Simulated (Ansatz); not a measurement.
**Work function of Ti(0001): what the settings cost and change**

Aim: the numerical settings behind the work function of Ti(0001), with the cost of each.

Method: plane-wave DFT, PBE, Ansatz PAW, in Ansatz 0.2.0.

Report form: the programs' logs are mostly left out.

## Step 1: The starting structure

The cell holds 7 atoms: 7 Ti. Cell: a = 2.950 Å, b = 2.950 Å, c = 32.054 Å, α = 90.0°, β = 90.0°, γ = 60.0°. Vacuum lies along c.

As a file:

```cif
data_structure
_symmetry_space_group_name_H-M 'P 1'
_symmetry_Int_Tables_number 1
_cell_length_a 2.9500
_cell_length_b 2.9500
_cell_length_c 32.0538
_cell_angle_alpha 90.000
_cell_angle_beta 90.000
_cell_angle_gamma 60.000
_cell_volume 241.58
loop_
_atom_site_label
_atom_site_type_symbol
_atom_site_fract_x
_atom_site_fract_y
_atom_site_fract_z
_atom_site_occupancy
Ti1 Ti 0.00000 0.00000 0.28078 1
Ti2 Ti 0.66667 0.66667 0.35385 1
Ti3 Ti 0.00000 0.00000 0.42693 1
Ti4 Ti 0.66667 0.66667 0.50000 1
Ti5 Ti 0.00000 0.00000 0.57307 1
Ti6 Ti 0.66667 0.66667 0.64615 1
Ti7 Ti 0.00000 0.00000 0.71922 1
```

## Step 2: Slab, setting cutoff 200 eV

A work function rests on the faint tail of the density, so the SCF threshold is tight. The cutoff is raised first; then mesh and smearing are varied at the default cutoff.

input.yaml reads:

```yaml
crystal:
  lattice:
    - [2.95, 0.0, 0.0]
    - [1.475, 2.5547749412, 0.0]
    - [0.0, 0.0, 32.0538]
  atoms:
    - { symbol: Ti, position: [0.0, 0.0, 0.2807779421] }
    - { symbol: Ti, position: [0.6666666667, 0.6666666667, 0.3538519614] }
    - { symbol: Ti, position: [0.0, 0.0, 0.4269259807] }
    - { symbol: Ti, position: [0.6666666667, 0.6666666667, 0.5] }
    - { symbol: Ti, position: [0.0, 0.0, 0.5730740193] }
    - { symbol: Ti, position: [0.6666666667, 0.6666666667, 0.6461480386] }
    - { symbol: Ti, position: [0.0, 0.0, 0.7192220579] }
kpoints:
  mp_grid: { grid: [16, 16, 1] }
hamiltonian:
  xc: pbe
scf:
  occupations: { method: fermi_dirac, width: 0.1 }
  convergence: { dr2_threshold: 1.0e-09 }
efield:
  axis: 3
  dipole_correction: true
  ramp_position: 0.97
  ramp_width: 0.06
basis:
  ecutwfc: "200 eV"
output:
  write_potential: true
  write_density: true
  volumetric_format: npy
  elf: true
```

On the command line:

```
ansatz run input.yaml --threads 2 --pin off --max-ram 3072MiB --backend cpu --events-out ev --progress --plain --runs-dir out
```

Wall time 27 s (2 threads of Arm Neoverse N1, shared host); peak memory 0.42 GiB.

This step gave:

```yaml
energy_at_zero_smearing: -17458.5258 eV
work_function_upper_face: 4.594 eV
```

Running mean over 2.3423 Å of the planar mean; the ramp of the sawtooth is left out. The electron's electrostatic potential energy less the Fermi level by z:

z (Å), electron's electrostatic potential energy less the Fermi level (eV) and a bar from the least value:
```
        4       4.54 ##############################
        5       4.49 ##############################
        6       4.27 #############################
        7       2.86 ##########################
        8      -3.19 ##########
        9      -6.83 
       10      -6.68 
       11      -6.68 
       12      -6.76 
       13      -6.76 
       14      -6.76 
       15      -6.77 
       16      -6.78 
       17      -6.77 
       18      -6.76 
       19      -6.76 
       20      -6.76 
       21      -6.69 
       22      -6.68 
       23      -6.84 
       24      -3.56 #########
       25       2.70 #########################
       26       4.24 #############################
       27       4.48 ##############################
       28       4.54 ##############################
```

Electrostatic potential energy in the ca plane at fractional y = 0.000, with atoms of Ti within 0.2 Å of it. With pseudopotentials it is smooth inside the atoms' cores, unlike the true potential.

Ten even steps from '0' (-35 eV) to '9' (9 eV), each cell a mean:
```
98610016899999851002689999984000268999999999
88742247888888874225788888886322579999999999
88876678887678887678888667888767889999999999
78988889875468898888987546899888899999999999
88988889886568888888987656898888899999999999
88864468887778886446888778887544689999999999
98620026898889862003789889985201378999999999
98510015899999840001689999984000168999999999
```
Columns run along c (16.0 Å, from fractional 0.38 to 0.88 of the cell; values clipped at the 3rd and 97th percentile), rows up along a (3.0 Å). Atoms in or near the plane, at fractional coordinates: Ti at (0.43, 0.00), Ti at (0.57, 0.00), Ti at (0.72, 0.00).

ELF in the ca plane at fractional y = 0.000, with atoms of Ti within 0.2 Å of it. It is the smooth field of the valence electrons, not physical close to the nuclei.

Values, 5 rows by 16 columns, each cell a mean:
```
0.33 0.46 0.36 0.44 0.46 0.31 0.50 0.31 0.46 0.48 0.36 0.48 0.08 0.02 0.00 0.00
0.24 0.20 0.22 0.19 0.15 0.25 0.21 0.25 0.14 0.20 0.23 0.20 0.18 0.05 0.00 0.00
0.26 0.31 0.35 0.18 0.19 0.34 0.28 0.34 0.19 0.18 0.36 0.29 0.28 0.06 0.00 0.00
0.26 0.30 0.23 0.25 0.20 0.22 0.35 0.23 0.19 0.27 0.24 0.31 0.12 0.04 0.00 0.00
0.37 0.41 0.39 0.50 0.56 0.37 0.38 0.37 0.56 0.55 0.37 0.42 0.09 0.02 0.00 0.00
```
Columns run along c (16.0 Å, from fractional 0.38 to 0.88 of the cell), rows up along a (3.0 Å). Atoms in or near the plane, at fractional coordinates: Ti at (0.43, 0.00), Ti at (0.57, 0.00), Ti at (0.72, 0.00).

Valence density in the ca plane at fractional y = 0.000, with atoms of Ti within 0.2 Å of it. It is the smooth field of the valence electrons, not physical close to the nuclei.

Ten steps, logarithmic in the rise over the least value, from '0' (0.00 × 1e0 e/Å³) to '9' (9.47 × 1e0 e/Å³), each cell a mean:
```
22479974222222248997322222225899720000000000
22257752222222235775222222223576410000000000
22223322223332222332222333222333210000000000
22222222224432222222222443222222110000000000
22222222223432222222222343222222210000000000
22235532222322224553222232222455310000000000
22368863222222247886322222224788620000000000
22489984222222258998422222225899730000000000
```
Columns run along c (16.0 Å, from fractional 0.38 to 0.88 of the cell), rows up along a (3.0 Å). Atoms in or near the plane, at fractional coordinates: Ti at (0.43, 0.00), Ti at (0.57, 0.00), Ti at (0.72, 0.00).

The work function is 4.594 eV. The program marks this work function as in doubt.

## Step 3: Slab

Edit input.yaml of step 2 so:

```diff
@@ -26,3 +26,3 @@
 basis:
-  ecutwfc: "200 eV"
+  ecutwfc: "300 eV"
 output:
@@ -31,2 +31 @@
   volumetric_format: npy
-  elf: true
```

Wall time 38 s (2 threads); peak memory 0.49 GiB; 73 s of CPU time.

The work function is 4.414 eV, -0.181 eV from the run “cutoff 200 eV”, at 1.4 times its CPU time.

## Step 4: Slab

Edit input.yaml of step 3 so:

```diff
@@ -26,3 +26,3 @@
 basis:
-  ecutwfc: "300 eV"
+  ecutwfc: "420 eV"
 output:
```

The job ended after 51 s (2 threads; peak memory 0.65 GiB; 98 s of CPU time).

The work function is 4.409 eV, -0.185 eV from the run “cutoff 200 eV”, at 1.9 times its CPU time.

## Step 5: Slab

Edit input.yaml of step 4 so:

```diff
@@ -26,3 +26,3 @@
 basis:
-  ecutwfc: "420 eV"
+  ecutwfc: "600 eV"
 output:
```

Wall time 86 s (2 threads); peak memory 0.95 GiB; 2.8 min of CPU time.

The work function is 4.409 eV, -0.000 eV from the run “cutoff 420 eV”, at 1.7 times its CPU time.

## Step 6: Run

Edit input.yaml of step 5 so:

```diff
@@ -14,3 +14,3 @@
 kpoints:
-  mp_grid: { grid: [16, 16, 1] }
+  mp_grid: { grid: [3, 3, 1] }
 hamiltonian:
@@ -25,4 +25,2 @@
   ramp_width: 0.06
-basis:
-  ecutwfc: "600 eV"
 output:
```

The job ended after 5.8 s (2 threads; peak memory 0.41 GiB).

The work function is 4.457 eV, +0.048 eV from the run “cutoff 420 eV”, at 0.11 times its CPU time.

## Step 7: Slab

Edit input.yaml of step 6 so:

```diff
@@ -14,3 +14,3 @@
 kpoints:
-  mp_grid: { grid: [3, 3, 1] }
+  mp_grid: { grid: [5, 5, 1] }
 hamiltonian:
```

Wall time 8.5 s (2 threads); peak memory 0.44 GiB.

The work function is 4.417 eV, +0.008 eV from the run “cutoff 420 eV”, at 0.16 times its CPU time.

## Step 8: Slab

Edit input.yaml of step 7 so:

```diff
@@ -14,3 +14,3 @@
 kpoints:
-  mp_grid: { grid: [5, 5, 1] }
+  mp_grid: { grid: [11, 11, 1] }
 hamiltonian:
```

It took 28 s on 2 threads; peak memory 0.55 GiB.

The work function is 4.410 eV, +0.001 eV from the run “cutoff 420 eV”, at 0.55 times its CPU time.

## Step 9: Run

Edit input.yaml of step 8 so:

```diff
@@ -14,3 +14,3 @@
 kpoints:
-  mp_grid: { grid: [11, 11, 1] }
+  mp_grid: { grid: [24, 24, 1] }
 hamiltonian:
```

Run time: 1.7 min. Hardware: 2 threads; peak memory 0.96 GiB.

The work function is 4.409 eV, +0.000 eV from the run “cutoff 420 eV”, at 2.1 times its CPU time.

## Step 10: Run

Edit input.yaml of step 9 so:

```diff
@@ -14,3 +14,3 @@
 kpoints:
-  mp_grid: { grid: [24, 24, 1] }
+  mp_grid: { grid: [16, 16, 1] }
 hamiltonian:
@@ -18,3 +18,3 @@
 scf:
-  occupations: { method: fermi_dirac, width: 0.1 }
+  occupations: { method: gaussian, width: 0.05 }
   convergence: { dr2_threshold: 1.0e-09 }
```

Run time: 48 s. Hardware: 2 threads; peak memory 0.65 GiB.

The work function is 4.478 eV, +0.068 eV from the run “cutoff 420 eV”, at 0.97 times its CPU time.

## Step 11: Run

Edit input.yaml of step 10 so:

```diff
@@ -18,3 +18,3 @@
 scf:
-  occupations: { method: gaussian, width: 0.05 }
+  occupations: { method: methfessel_paxton, width: 0.2 }
   convergence: { dr2_threshold: 1.0e-09 }
```

Elapsed: 49 s, on 2 threads; peak memory 0.66 GiB; 96 s of CPU time.

The work function is 4.450 eV, +0.041 eV from the run “cutoff 420 eV”, at 0.98 times its CPU time.

## Step 12: Run

Edit input.yaml of step 11 so:

```diff
@@ -18,3 +18,3 @@
 scf:
-  occupations: { method: methfessel_paxton, width: 0.2 }
+  occupations: { method: fermi_dirac, width: 0.3 }
   convergence: { dr2_threshold: 1.0e-09 }
```

Run time: 82 s. Hardware: 2 threads; peak memory 0.89 GiB.

The work function is 4.341 eV, -0.068 eV from the run “cutoff 420 eV”, at 1.6 times its CPU time.

## Step 13: Slab

Edit input.yaml of step 12 so:

```diff
@@ -18,3 +18,3 @@
 scf:
-  occupations: { method: fermi_dirac, width: 0.3 }
+  occupations: { method: cold, width: 0.1 }
   convergence: { dr2_threshold: 1.0e-09 }
```

The job ended after 50 s (2 threads; peak memory 0.66 GiB; 98 s of CPU time).

The work function is 4.472 eV, +0.063 eV from the run “cutoff 420 eV”, at 1.0 times its CPU time.

## Step 14: The series together

Times are for 2 threads of Arm Neoverse N1, shared host. The series side by side:

```
no.                            setting  work function, upper face (eV)     time  memory (GiB)
  1                      cutoff 200 eV                           4.594     27 s          0.42
  2                      cutoff 300 eV                           4.414     38 s          0.49
  3                      cutoff 420 eV                           4.409     51 s          0.65
  4                      cutoff 600 eV                           4.409     86 s          0.95
  5                           mesh 3x3                           4.457    5.8 s          0.41
  6                           mesh 5x5                           4.417    8.5 s          0.44
  7                         mesh 11x11                           4.410     28 s          0.55
  8                         mesh 24x24                           4.409  1.7 min          0.96
  9          Gaussian smearing 0.05 eV                           4.478     48 s          0.65
 10  methfessel_paxton smearing 0.2 eV                           4.450     49 s          0.66
 11        fermi_dirac smearing 0.3 eV                           4.341     82 s          0.89
 12               cold smearing 0.1 eV                           4.472     50 s          0.66
```

## Step 15: Results

```
work function, cutoff 200 eV               : 4.594 eV
work function, cutoff 420 eV               : 4.409 eV
work function, cutoff 600 eV               : 4.409 eV
work function, fermi_dirac smearing 0.3 eV : 4.341 eV
```

What this shows: The run at the highest cutoff gives 4.41 eV, and the settings tried spread the value from 4.34 to 4.59 eV. Against 600 eV, a cutoff of 200 eV is off by +0.185 eV. Against 600 eV, a cutoff of 420 eV is off by +0.000 eV. Against the finest mesh, 24 points along a, the coarser ones are off by +0.05 (3), +0.01 (5) and +0.00 (11) eV. The smearing schemes and widths spread it over 0.14 eV. The program marks the value as in doubt in “cutoff 200 eV”. The ladder's slabs use the tabulated experimental lattice constant (two decimals; a low-temperature value for the alkali metals). In 1 run of the series (cutoff 200 eV) the program warns that electrons reach the sawtooth's ramp, which makes dipole and work function less sure.

[Logs are printed without paths, hosts, clocks, repeated set-up lines and the standing remarks that a program may print on its own settings, such as how far it seeks lower states.]

[Hosts, paths, dates, database ids (printed as entryN), source tags and the programs' standing remarks are cut or masked in the printed files.]

[Maps of the electrostatic potential energy from Ansatz leave out the sawtooth potential of an applied field or a dipole correction, so their vacuum need not be flat; planar profiles and work functions include it.]
